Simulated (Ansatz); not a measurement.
# Sb on Ru(0001), hcp start, 2x2 cell: photoemission fingerprints, part 4 of 4

Aim: how the adsorbate changes the work function, the valence spectrum and the core levels in Sb on Ru(0001), hcp start, 2x2 cell. Spin–orbit coupling is left out of the bands throughout.

Ansatz 0.2.0; DFT, PBE, plane-wave PAW, scalar-relativistic; PAW set soft_1.

So far, work function, upper face (eV): step 2 (the clean face) 5.03; step 3 (relaxing the atoms) 4.67; step 4 (bands by layer) 4.67; step 5 (a slab without images along the normal) 4.67.

## Step 7: Z+1 stand-in on atom 5

System of this step: SbRu15Rh. The cell holds 17 atoms: 1 Sb, 15 Ru and 1 Rh. Its edges and angles: a = 5.440 Å, b = 5.440 Å, c = 23.170 Å, α = 90.0°, β = 90.0°, γ = 60.0°. It derives from Ru. Regions: ad, 1 atom (1 Sb); L1, 4 atoms (3 Ru and 1 Rh); L2, 4 atoms (4 Ru); L3, 4 atoms (4 Ru); rest, 4 atoms (4 Ru). Vacuum lies along c.

The same swap on atom 5.

Contents of input.yaml:

```yaml
crystal:
  lattice:
    - [5.44, 0.0, 0.0]
    - [2.72, 4.7111781966, 0.0]
    - [0.0, 0.0, 23.17]
  atoms:
    - { symbol: Sb, position: [0.3334717632, 0.3333314363, 0.6899245482] }
    - { symbol: Ru, position: [5.0482e-06, -2.3e-08, 0.5980261659] }
    - { symbol: Ru, position: [0.5081332205, -0.0162625475, 0.5996797715] }
    - { symbol: Ru, position: [-0.0162067613, 0.5081042498, 0.5996827356] }
    - { symbol: Rh, position: [0.5081588824, 0.5081567161, 0.5996770163] }
    - { symbol: Ru, position: [0.8331483173, 0.3337104289, 0.5081923017] }
    - { symbol: Ru, position: [0.3333320951, 0.3333335207, 0.5088969519] }
    - { symbol: Ru, position: [0.833148018, 0.8331444644, 0.508195579] }
    - { symbol: Ru, position: [0.3337132501, 0.833145135, 0.508188833] }
    - { symbol: Ru, position: [0.0, 0.0, 0.416055244] }
    - { symbol: Ru, position: [0.5, 0.0, 0.416055244] }
    - { symbol: Ru, position: [0.0, 0.5, 0.416055244] }
    - { symbol: Ru, position: [0.5, 0.5, 0.416055244] }
    - { symbol: Ru, position: [0.833333333, 0.333333333, 0.323694432] }
    - { symbol: Ru, position: [0.333333333, 0.333333333, 0.323694432] }
    - { symbol: Ru, position: [0.833333333, 0.833333333, 0.323694432] }
    - { symbol: Ru, position: [0.333333333, 0.833333333, 0.323694432] }
kpoints:
  mp_grid: { grid: [12, 12, 1] }
scf:
  occupations: { method: fermi_dirac, width: 0.05 }
  n_extra_bands: 16
hamiltonian:
  xc: pbe
  pseudopotentials: { kind: paw, azcp: { folder: soft_1 } }
output:
  forces: true
  write_potential: true
  volumetric_format: []
efield:
  axis: 3
  dipole_correction: true
```

Command:

```bash
ansatz run input.yaml --threads 8 --pin off --max-ram 40960MiB --backend cuda --events-out ev --progress --plain --runs-dir out
```

Numbers of over 12 decimals in the logs are rounded to 6 here.

What it wrote:

```text
[...]
Crystal: 17 atoms, lattice volume = 593.820 Å³
Basis set: ecut = 420 eV, 11531 PW (Γ), exchange–correlation on 80×80×320 points (8 copies of the dense FFT grid, shifted against one another)
Bands: 152, of which v1, the nominal top of the filled ones, is band 136 counted from 1 (135 counted from 0)
Symmetry: 1 space group operations
[...]
k-points: 74 of 144 (time reversal used)
[...]
SCF iter   1: F=—  HF=-101072.108174 eV  |F-HF|=—  |Δ(HF+E_count)|=         —  Δρ=7.07e-2  dr2=4.10e1  ethr=3.10e-3  p=0.000 e·Å  D=2.70e-6 V/Å  ΔV_dip=-0.00 eV  dr2_dipole=2.56e-1  V_vac-E_F(+/−)=5.88/5.88 eV  ⟨swp⟩=7.4  Hψ=45832  notcnv=0
[...]
SCF iter   6: F=—  HF=-101061.990189 eV  |F-HF|=—  |Δ(HF+E_count)|=   1.69e-3  Δρ=3.02e-4  dr2=7.73e-4  ethr=2.55e-6  p=0.070 e·Å  D=2.13e-2 V/Å  ΔV_dip=-0.49 eV  dr2_dipole=1.50e-4  V_vac-E_F(+/−)=4.62/5.12 eV  ⟨swp⟩=2.9  Hψ=20577  notcnv=0
[...]
SCF 1 converged in 11 iterations: F = -101061.989460 eV  dr2 = 2.76e-8
[...]
SCF converged after 11 iterations
[...]
```

Wall time 6.6 s (1 × NVIDIA GB200 with 8 threads of Arm Neoverse V2, shared host); peak memory 1.5 GiB.

This step gave:

```
free energy             : -101061.9895 eV
energy at zero smearing : -101061.9087 eV
smearing term TS        : 0.1615 eV
Fermi energy            : 6.207 eV
```

## Step 8: Z+1 stand-in on atom 10

System of this step: SbRu15Rh. The cell holds 17 atoms: 1 Sb, 15 Ru and 1 Rh. Cell: a = 5.440 Å, b = 5.440 Å, c = 23.170 Å, α = 90.0°, β = 90.0°, γ = 60.0°. It derives from Ru. Regions: ad, 1 atom (1 Sb); L1, 4 atoms (4 Ru); L2, 4 atoms (4 Ru); L3, 4 atoms (1 Rh and 3 Ru); rest, 4 atoms (4 Ru). Vacuum lies along c.

The same swap on atom 10.

input.yaml: that of step 7 with these lines changed.

```diff
@@ -10,3 +10,3 @@
     - { symbol: Ru, position: [-0.0162067613, 0.5081042498, 0.5996827356] }
-    - { symbol: Rh, position: [0.5081588824, 0.5081567161, 0.5996770163] }
+    - { symbol: Ru, position: [0.5081588824, 0.5081567161, 0.5996770163] }
     - { symbol: Ru, position: [0.8331483173, 0.3337104289, 0.5081923017] }
@@ -15,3 +15,3 @@
     - { symbol: Ru, position: [0.3337132501, 0.833145135, 0.508188833] }
-    - { symbol: Ru, position: [0.0, 0.0, 0.416055244] }
+    - { symbol: Rh, position: [0.0, 0.0, 0.416055244] }
     - { symbol: Ru, position: [0.5, 0.0, 0.416055244] }
```

What it wrote:

```text
[...]
Crystal: 17 atoms, lattice volume = 593.820 Å³
Basis set: ecut = 420 eV, 11531 PW (Γ), exchange–correlation on 80×80×320 points (8 copies of the dense FFT grid, shifted against one another)
Bands: 152, of which v1, the nominal top of the filled ones, is band 136 counted from 1 (135 counted from 0)
Symmetry: 1 space group operations
[...]
k-points: 74 of 144 (time reversal used)
[...]
SCF iter   1: F=—  HF=-101071.643126 eV  |F-HF|=—  |Δ(HF+E_count)|=         —  Δρ=7.09e-2  dr2=4.16e1  ethr=3.10e-3  p=-0.000 e·Å  D=-6.90e-7 V/Å  ΔV_dip=0.00 eV  dr2_dipole=1.35e0  V_vac-E_F(+/−)=5.88/5.88 eV  ⟨swp⟩=7.5  Hψ=46064  notcnv=0
[...]
SCF iter   6: F=—  HF=-101061.625330 eV  |F-HF|=—  |Δ(HF+E_count)|=   8.95e-4  Δρ=3.33e-4  dr2=1.23e-3  ethr=3.27e-6  p=0.072 e·Å  D=2.19e-2 V/Å  ΔV_dip=-0.51 eV  dr2_dipole=2.23e-4  V_vac-E_F(+/−)=4.68/5.19 eV  ⟨swp⟩=3.3  Hψ=22225  notcnv=0  defer=1
[...]
SCF 1 converged in 11 iterations: F = -101061.624533 eV  dr2 = 2.14e-8
[...]
SCF converged after 11 iterations
[...]
```

Run time: 6.4 s. Hardware: 1 × NVIDIA GB200 with 8 threads; peak memory 1.5 GiB.

Numbers from this step:

```yaml
free_energy: -101061.6245 eV
energy_at_zero_smearing: -101061.5452 eV
smearing_term_ts: 0.1587 eV
fermi_energy: 6.165 eV
```

## Step 9: Shifts from the Z+1 runs

An atom with a screened core hole acts like the next element, so the difference of two such total energies is the shift between the two sites; positive is more bound. Shifts count from the last listed atom of each element.

```
atom   region  replaced by  shell meant  free energy (eV)  shift (eV)
 Ru2  layer 1           Rh           3d       -101061.969       -0.34
 Ru5  layer 1           Rh           3d       -101061.989       -0.36
Ru10  layer 3           Rh           3d       -101061.625       +0.00
```

The stand-in's nearest image is 5.4 Å away. The method gives no absolute levels and the same shift for every shell of an atom.

## Step 10: Summary of results

```
work function                                                                 : 4.67 eV (other face 5.08 eV)
change from the clean face                                                    : -0.37 eV
Ru 4d centre of the filled part above −10 eV, from the plotted curve, layer 1 : -2.71 eV
Ru 4d centre of the filled part above −10 eV, from the plotted curve, layer 3 : -3.17 eV
Ru core shifts among the listed atoms, from the last listed one               : -0.36 to +0.00 eV
```

What this shows: The Fermi level of Sb on Ru(0001), hcp start, 2x2 cell lies 4.67 eV (other face 5.08 eV) below the vacuum, a change of -0.37 eV from the clean face. Only the strongest levels a point were stored, too few to count surface states. After relaxation Sb1 stands 2.10 Å above the top layer, bonded to 3 Ru atoms at 2.66 Å. The bare lower face differs from the lower face of the clean 1×1 slab by 0.01 eV, a measure of the error from mesh and slab. Core shifts by the Z+1 route: Ru -0.36 to +0.00 eV. Among the sites run, the most bound Ru 3d level is that of Ru10 (layer 3), bonded to 12 Ru; the least bound, 0.36 eV shallower, that of Ru5 (layer 1), bonded to 9 Ru and 1 Sb. At 21.2 eV the valence spectrum has its highest listed peaks within 10.8 eV at 0.5 eV (Ru 4d), 2.0 eV (Ru 4d), 2.7 eV (Ru 4d), 4.1 eV (Ru 4d) and 5.1 eV (Ru 4d). At 1486.7 eV the valence spectrum has its highest listed peaks within 13 eV at 2.0 eV (Ru 4d), 2.7 eV (Ru 4d), 3.5 eV (Ru 4d), 4.2 eV (Ru 4d) and 5.1 eV (Ru 4d), and the deeper Sb 4d line at 28.4 eV is higher still (without the spin–orbit splitting that a measurement shows). The shell named is the one with most of the intensity, cross sections included, not always the one with most states there. With Coulomb interaction cut along the normal, the work function stays within 0.02 eV. Semilocal functionals put filled localised shells such as Sb 4d too near the top of the filled states. Spin–orbit coupling is left out, which matters for the heavy atoms here. The slab's own atoms span 6.4 Å, so bulk bands appear as a few quantum-well levels, and states of the two faces can mix.

[Logs are printed without paths, hosts, clocks, repeated set-up lines and the standing remarks that a program may print on its own settings, such as how far it seeks lower states.]

[Hosts, paths, dates, database ids (printed as entryN), source tags and the programs' standing remarks are cut or masked in the printed files.]

[Maps of the electrostatic potential energy from Ansatz leave out the sawtooth potential of an applied field or a dipole correction, so their vacuum need not be flat; work functions include it.]
